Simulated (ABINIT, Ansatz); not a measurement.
# GdAl (Pm-3m): phonons by linear response, part 4 of 5

Aim: the phonon dispersion of GdAl (Pm-3m), checked by a second program.

ABINIT 10.8.3; DFT PBEsol, scalar-relativistic, plane waves, PseudoDojo norm-conserving, 4f in core pseudopotentials (the lanthanide files made for PBE).

So far. Step 7 (Linear response at Γ): The acoustic modes at Γ come out as far as 5.9 cm⁻¹ from zero, where they should vanish, a small numerical error. The relaxed cell has a = 3.588 Å (conventional setting).

### 9. Interpolated phonon bands

anaddb transforms the dynamical matrices to force constants and back along the path; points of the mesh come back as solved, but for the sum rule and, in polar crystals, the LO-TO term at Γ; the rest is interpolation.

Contents of anaddb.abi:

```
ddb_filepath "all_DDB"
output_file "anaddb.abo"
outdata_prefix "anaddb"
ifcflag 1
ngqpt 4 4 4
nqshft 1
q1shft 0.0 0.0 0.0
asr 1
chneut 0
dipdip 0
dipquad 0
quadquad 0
enunit 0
eivec 0
nph1l 62
qph1l 
    0.0 0.0 0.0 1.0
    0.0 0.05 0.0 1.0
    0.0 0.1 0.0 1.0
    0.0 0.15 0.0 1.0
    0.0 0.2 0.0 1.0
    0.0 0.25 0.0 1.0
    0.0 0.3 0.0 1.0
    0.0 0.35 0.0 1.0
    0.0 0.4 0.0 1.0
    0.0 0.45 0.0 1.0
    0.0 0.5 0.0 1.0
    0.05 0.5 0.0 1.0
    0.1 0.5 0.0 1.0
    0.15 0.5 0.0 1.0
    0.2 0.5 0.0 1.0
    0.25 0.5 0.0 1.0
    0.3 0.5 0.0 1.0
    0.35 0.5 0.0 1.0
    0.4 0.5 0.0 1.0
    0.45 0.5 0.0 1.0
    0.5 0.5 0.0 1.0
    0.45 0.45 0.0 1.0
    0.4 0.4 0.0 1.0
    0.35 0.35 0.0 1.0
    0.3 0.3 0.0 1.0
    0.25 0.25 0.0 1.0
    0.2 0.2 0.0 1.0
    0.15 0.15 0.0 1.0
    0.1 0.1 0.0 1.0
    0.05 0.05 0.0 1.0
    0.0 0.0 0.0 1.0
    0.05 0.05 0.05 1.0
    0.1 0.1 0.1 1.0
    0.15 0.15 0.15 1.0
    0.2 0.2 0.2 1.0
    0.25 0.25 0.25 1.0
    0.3 0.3 0.3 1.0
    0.35 0.35 0.35 1.0
    0.4 0.4 0.4 1.0
    0.45 0.45 0.45 1.0
    0.5 0.5 0.5 1.0
    0.45 0.5 0.45 1.0
    0.4 0.5 0.4 1.0
    0.35 0.5 0.35 1.0
    0.3 0.5 0.3 1.0
    0.25 0.5 0.25 1.0
    0.2 0.5 0.2 1.0
    0.15 0.5 0.15 1.0
    0.1 0.5 0.1 1.0
    0.05 0.5 0.05 1.0
    0.0 0.5 0.0 1.0
    0.5 0.5 0.5 1.0
    0.5 0.5 0.45 1.0
    0.5 0.5 0.4 1.0
    0.5 0.5 0.35 1.0
    0.5 0.5 0.3 1.0
    0.5 0.5 0.25 1.0
    0.5 0.5 0.2 1.0
    0.5 0.5 0.15 1.0
    0.5 0.5 0.1 1.0
    0.5 0.5 0.05 1.0
    0.5 0.5 0.0 1.0
```

Contents of mrgddb.in:

```
all_DDB
merged
10
dfpt_gammao_DDB
dfpt_qo_DS1_DDB
dfpt_qo_DS2_DDB
dfpt_qo_DS3_DDB
dfpt_qo_DS4_DDB
dfpt_qo_DS5_DDB
dfpt_qo_DS6_DDB
dfpt_qo_DS7_DDB
dfpt_qo_DS8_DDB
dfpt_qo_DS9_DDB
```

Command:

```bash
mrgddb < mrgddb.in > mrgddb.log
OMP_NUM_THREADS=1 anaddb anaddb.abi > anaddb.log
```

anaddb.abo, the main output file:

```text
[banners, grids, parts of the stress and lines that vanish by symmetry left out]
-outvars_anaddb: echo values of input variables ----------------------

 Flags :
[...]
Phonon wavevector (reduced coordinates) :  0.00000  0.00000  0.00000
 Phonon energies in Hartree :
[...]
Phonon frequencies in cm-1    :
-  0.000000E+00  0.000000E+00  0.000000E+00  2.208396E+02  2.208396E+02
-  2.208396E+02
[...]
Phonon wavevector (reduced coordinates) :  0.00000  0.05000  0.00000
 Phonon energies in Hartree :
[...]
Phonon frequencies in cm-1    :
-  1.518989E+01  1.518989E+01  1.537044E+01  2.207757E+02  2.207757E+02
-  2.209902E+02
[...]
Phonon wavevector (reduced coordinates) :  0.00000  0.10000  0.00000
 Phonon energies in Hartree :
[...]
Phonon frequencies in cm-1    :
-  2.976869E+01  2.976869E+01  3.096023E+01  2.205923E+02  2.205923E+02
-  2.214087E+02
[...]
Phonon wavevector (reduced coordinates) :  0.00000  0.15000  0.00000
 Phonon energies in Hartree :
[...]
Phonon frequencies in cm-1    :
-  4.318027E+01  4.318027E+01  4.686079E+01  2.203132E+02  2.203132E+02
-  2.219979E+02
[...]
Phonon wavevector (reduced coordinates) :  0.00000  0.20000  0.00000
 Phonon energies in Hartree :
[...]
Phonon frequencies in cm-1    :
-  5.497423E+01  5.497423E+01  6.294521E+01  2.199761E+02  2.199761E+02
-  2.226051E+02
[...]
Phonon wavevector (reduced coordinates) :  0.00000  0.25000  0.00000
 Phonon energies in Hartree :
[...]
Phonon frequencies in cm-1    :
-  6.484680E+01  6.484680E+01  7.883179E+01  2.196270E+02  2.196270E+02
-  2.230479E+02
  Phonon wavevector (reduced coordinates) :  0.00000  0.30000  0.00000
 Phonon energies in Hartree :
[...]
Phonon frequencies in cm-1    :
-  7.266330E+01  7.266330E+01  9.389315E+01  2.193098E+02  2.193098E+02
-  2.231614E+02
  Phonon wavevector (reduced coordinates) :  0.00000  0.35000  0.00000
 Phonon energies in Hartree :
[...]
Phonon frequencies in cm-1    :
-  7.845222E+01  7.845222E+01  1.072916E+02  2.190559E+02  2.190559E+02
-  2.228715E+02
  Phonon wavevector (reduced coordinates) :  0.00000  0.40000  0.00000
 Phonon energies in Hartree :
[...]
Phonon frequencies in cm-1    :
-  8.236397E+01  8.236397E+01  1.180326E+02  2.188789E+02  2.188789E+02
-  2.222732E+02
  Phonon wavevector (reduced coordinates) :  0.00000  0.45000  0.00000
 Phonon energies in Hartree :
[...]
Phonon frequencies in cm-1    :
-  8.459874E+01  8.459874E+01  1.250692E+02  2.187776E+02  2.187776E+02
-  2.216581E+02
  Phonon wavevector (reduced coordinates) :  0.00000  0.50000  0.00000
 Phonon energies in Hartree :
[...]
Phonon frequencies in cm-1    :
-  8.532237E+01  8.532237E+01  1.275319E+02  2.187450E+02  2.187450E+02
-  2.213945E+02
  Phonon wavevector (reduced coordinates) :  0.05000  0.50000  0.00000
 Phonon energies in Hartree :
[...]
Phonon frequencies in cm-1    :
-  8.426265E+01  8.484175E+01  1.260197E+02  2.191129E+02  2.197973E+02
-  2.224081E+02
  Phonon wavevector (reduced coordinates) :  0.10000  0.50000  0.00000
 Phonon energies in Hartree :
[...]
Phonon frequencies in cm-1    :
-  8.118446E+01  8.346805E+01  1.215641E+02  2.201970E+02  2.227852E+02
-  2.252798E+02
  Phonon wavevector (reduced coordinates) :  0.15000  0.50000  0.00000
 Phonon energies in Hartree :
[...]
Phonon frequencies in cm-1    :
-  7.634073E+01  8.139399E+01  1.143613E+02  2.219327E+02  2.272709E+02
-  2.295662E+02
[...]
Phonon wavevector (reduced coordinates) :  0.40000  0.50000  0.40000
 Phonon energies in Hartree :
[...]
Phonon frequencies in cm-1    :
-  1.096662E+02  1.147970E+02  1.234077E+02  2.437582E+02  2.523115E+02
-  2.566981E+02
  Phonon wavevector (reduced coordinates) :  0.35000  0.50000  0.35000
 Phonon energies in Hartree :
[...]
Phonon frequencies in cm-1    :
-  9.153145E+01  1.060493E+02  1.203032E+02  2.350571E+02  2.516466E+02
-  2.594374E+02
  Phonon wavevector (reduced coordinates) :  0.30000  0.50000  0.30000
 Phonon energies in Hartree :
[...]
Phonon frequencies in cm-1    :
-  6.910148E+01  9.907766E+01  1.146790E+02  2.262046E+02  2.497670E+02
-  2.599612E+02
  Phonon wavevector (reduced coordinates) :  0.25000  0.50000  0.25000
 Phonon energies in Hartree :
[...]
Phonon frequencies in cm-1    :
-  4.896890E+01  9.689575E+01  1.073443E+02  2.193432E+02  2.462755E+02
-  2.570744E+02
  Phonon wavevector (reduced coordinates) :  0.20000  0.50000  0.20000
 Phonon energies in Hartree :
[...]
Phonon frequencies in cm-1    :
-  4.332793E+01  9.987794E+01  1.004821E+02  2.157032E+02  2.411877E+02
-  2.505415E+02
  Phonon wavevector (reduced coordinates) :  0.15000  0.50000  0.15000
 Phonon energies in Hartree :
[...]
Phonon frequencies in cm-1    :
-  5.477302E+01  9.360817E+01  1.082353E+02  2.151540E+02  2.349360E+02
-  2.411499E+02
[...]
Phonon wavevector (reduced coordinates) :  0.50000  0.50000  0.05000
 Phonon energies in Hartree :
[...]
Phonon frequencies in cm-1    :
-  3.384625E+01  3.384625E+01  7.225247E+01  2.362691E+02  2.557164E+02
-  2.557164E+02
  Phonon wavevector (reduced coordinates) :  0.50000  0.50000  0.00000
 Phonon energies in Hartree :
[...]
Phonon frequencies in cm-1    :
-  2.811125E+01  2.811125E+01  6.943153E+01  2.359613E+02  2.558306E+02
-  2.558306E+02
-
```

Elapsed: 0.54 s, on 1 thread of Arm Neoverse V1, shared host.

Read from the output:

```yaml
lowest_frequency_on_the_path: 0 cm⁻¹
```

Anaddb. Phonon branches along the path, in cm⁻¹:

```tsv
point	branch 1	branch 2	branch 3	branch 4	branch 5	branch 6
Γ	0	0	0	221	221	221
halfway	65	65	79	220	220	223
X	85	85	128	219	219	221
halfway	63	76	93	227	238	240
M	28	28	69	236	256	256
halfway	35	74	104	222	223	238
Γ	0	0	0	221	221	221
halfway	77	77	87	230	230	245
R	125	125	125	252	252	252
halfway	49	97	107	219	246	257
X	85	85	128	219	219	221
jump to R	125	125	125	252	252	252
halfway	90	90	108	243	254	254
M	28	28	69	236	256	256
```

The phonon branches as a text plot (rows in cm⁻¹):

```
    257 |             ****               ************     *******
    246 |           **   ****           *   **  ** ****    ***
    235 |         *************        *****      *   **      ***
    224 |***********      **************           **  ***
    213 |                                            ****
    202 |
    191 |
    180 |
    169 |
    158 |
    147 |
    137 |
    126 |      ***                           ******     ***
    115 |         *                         **   * *   *   **
    104 |     *    *       ***             **     *****     **
     93 |    *                *      ******       * * **     **
     82 |   * *******     *    *        ****            **     *
     71 |    *    *************     *              *   *        *
     60 |   *        *         **      *              *       *
     49 |  *        ***              **             *          *
     38 |  *          * ******  *  **                *          *
     27 | *            **     ** *
     16 |*                      ** *
      5 |                        **
         Γ      X      M          Γ            R        X|R     M
```

All branches are real along the path.

### 10. Density of states

Sums over the zone need many more wavevectors than were solved, so the interpolation is sampled on a dense mesh.

Contents of anaddb.abi:

```
ddb_filepath "all_DDB"
output_file "anaddb.abo"
outdata_prefix "anaddb"
ifcflag 1
ngqpt 4 4 4
nqshft 1
q1shft 0.0 0.0 0.0
asr 1
chneut 0
dipdip 0
dipquad 0
quadquad 0
prtdos 2
ng2qpt 13 13 13
dosdeltae 4.5563e-06
ntemper 11
temperinc 100.0
tempermin 0.0
```

Command:

```bash
OMP_NUM_THREADS=1 anaddb anaddb.abi > anaddb.log
```

anaddb.abo, the main output file:

```text
[banners, grids, parts of the stress and lines that vanish by symmetry left out]
-outvars_anaddb: echo values of input variables ----------------------

 Flags :
     ifcflag         1
 Miscellaneous information :
         asr         1
      chneut         0
 Interatomic Force Constants Inputs :
      dipdip         0
     dipquad         0
    quadquad         0
      ifcana         0
      ifcout         0
 Description of grid 1 :
        brav         1
       ngqpt         4         4         4
      nqshft         1
      q1shft
                     0.00000000E+00  0.00000000E+00  0.00000000E+00
 Phonon DOS information :
   dosdeltae  4.55630000E-06
    dossmear  4.55633525E-06
 Description of grid 2 (Fourier interp. or BZ sampling):
      ng2qpt        13        13        13
      ngrids         4
      q2shft         0.00000000E+00  0.00000000E+00  0.00000000E+00

================================================================================

 read the DDB information and perform some checks

  ==== Info on the Cryst% object ====
 Real(R)+Recip(G) space primitive vectors, cartesian coordinates (Bohr,Bohr^-1):
 R(1)=  6.7802510  0.0000000  0.0000000  G(1)=  0.1474872  0.0000000  0.0000000
 R(2)=  0.0000000  6.7802510  0.0000000  G(2)=  0.0000000  0.1474872  0.0000000
 R(3)=  0.0000000  0.0000000  6.7802510  G(3)=  0.0000000  0.0000000  0.1474872
 Unit cell volume ucvol=  3.1170037E+02 bohr^3
 Angles (23,13,12)=  9.00000000E+01  9.00000000E+01  9.00000000E+01 degrees
 Time-reversal symmetry is present
 Reduced atomic positions [iatom, xred, symbol]:
    1)    0.0000000  0.0000000  0.0000000  Gd
    2)    0.5000000  0.5000000  0.5000000  Al

 DDB file with 10 blocks has been read.

================================================================================

 Calculation of the interatomic forces

       Homogeneous q point set in the B.Z.
 Grid q points  :       64
  1)   0.00000000E+00  0.00000000E+00  0.00000000E+00
  2)   2.50000000E-01  0.00000000E+00  0.00000000E+00
  3)   5.00000000E-01  0.00000000E+00  0.00000000E+00
  4)  -2.50000000E-01  0.00000000E+00  0.00000000E+00
  5)   0.00000000E+00  2.50000000E-01  0.00000000E+00
  6)   2.50000000E-01  2.50000000E-01  0.00000000E+00
  7)   5.00000000E-01  2.50000000E-01  0.00000000E+00
  8)  -2.50000000E-01  2.50000000E-01  0.00000000E+00
  9)   0.00000000E+00  5.00000000E-01  0.00000000E+00
 10)   2.50000000E-01  5.00000000E-01  0.00000000E+00
 11)   5.00000000E-01  5.00000000E-01  0.00000000E+00
 12)  -2.50000000E-01  5.00000000E-01  0.00000000E+00
 13)   0.00000000E+00 -2.50000000E-01  0.00000000E+00
 14)   2.50000000E-01 -2.50000000E-01  0.00000000E+00
[...]
58)   2.50000000E-01  5.00000000E-01 -2.50000000E-01
 59)   5.00000000E-01  5.00000000E-01 -2.50000000E-01
 60)  -2.50000000E-01  5.00000000E-01 -2.50000000E-01
 61)   0.00000000E+00 -2.50000000E-01 -2.50000000E-01
 62)   2.50000000E-01 -2.50000000E-01 -2.50000000E-01
 63)   5.00000000E-01 -2.50000000E-01 -2.50000000E-01
 64)  -2.50000000E-01 -2.50000000E-01 -2.50000000E-01

 The interatomic forces have been obtained

================================================================================

 Calculation of phonon density of states

 Average speed of sound partial sums:     0.1321034979E-02 (at units)
-                                   =           2.8900 [km/s]

 Debye frequency from partial sums:     0.7594261319E-03 (Ha)
-                                 =     0.4996783909E+01 (THz)
-Debye temperature from partial sums:     0.2398078056E+03 (K)

 Average speed of sound:     0.1363743829E-02 (at units)
-                      =           2.9835 [km/s]

 Debye frequency from DOS:     0.7839782571E-03 (Ha)
-                        =     0.5158329132E+01 (THz)
-Debye temperature from DOS:     0.2475607536E+03 (K)

-
```

It took 0.58 s on 1 thread.

Read from the output:

* share of modes beyond 3i cm⁻¹ on the dense interpolated mesh: 0
* zero-point energy per atom: 29.23 meV
* heat capacity at 300 K: 23.54 J/(mol atoms K)
* vibrational entropy at 300 K: 36.91 J/(mol atoms K)

The phonon density of states has structure finer than the step of the table below, so its rows give means over 10 cm⁻¹, whole bins alone (the curve runs from -30 to 286 cm⁻¹). Peaks (cm⁻¹: height): 76.0: 0.0621, 100.0: 0.0648, 220.0: 0.187.

Tetrahedra. The phonon density of states by wavenumber; means over each step:

```tsv
wavenumber (cm⁻¹)	phonon density of states (1/cm⁻¹/cell)
0	3.5e-6
10	1.5e-4
20	0.00105
30	0.00413
40	0.0162
50	0.0374
60	0.0293
70	0.0349
80	0.0513
90	0.0382
100	0.0515
110	0.0247
120	0.0107
130	2.9e-4
140	0
150	0
160	0
170	0
180	0
190	0
200	0
210	1.1e-4
220	0.0891
230	0.0745
240	0.0583
250	0.0584
260	0.0245
270	0
```

Harmonic thermodynamic functions per atom, summed over the density of states scaled to three modes an atom; melting is ignored. Thermodynamic functions:

```tsv
T (K)	F_vib (meV/atom)	S (J/mol-atom/K)	C_V (J/mol-atom/K)
0	29.23	0	0
50	28.29	5.464	8.899
100	23.17	14.13	16.33
200	1.05	27.65	21.99
300	-32.67	36.91	23.54
400	-74.64	43.78	24.13
500	-122.9	49.2	24.42
600	-176.3	53.66	24.58
700	-233.9	57.46	24.67
800	-295.2	60.76	24.74
900	-359.7	63.67	24.78
1000	-427.1	66.29	24.81
```

At 300 K the heat capacity has reached 94 % of the Dulong-Petit value.

(Continued in part 5 of 5.)

[Host names and launcher messages were left out of these logs when they were recorded.]

[Logs are printed without paths, hosts, clocks, repeated set-up lines and the standing remarks that a program may print on its own settings, such as how far it seeks lower states.]

[Hosts, paths, dates, database ids (printed as entryN), source tags and the programs' standing remarks are cut or masked in the printed files.]
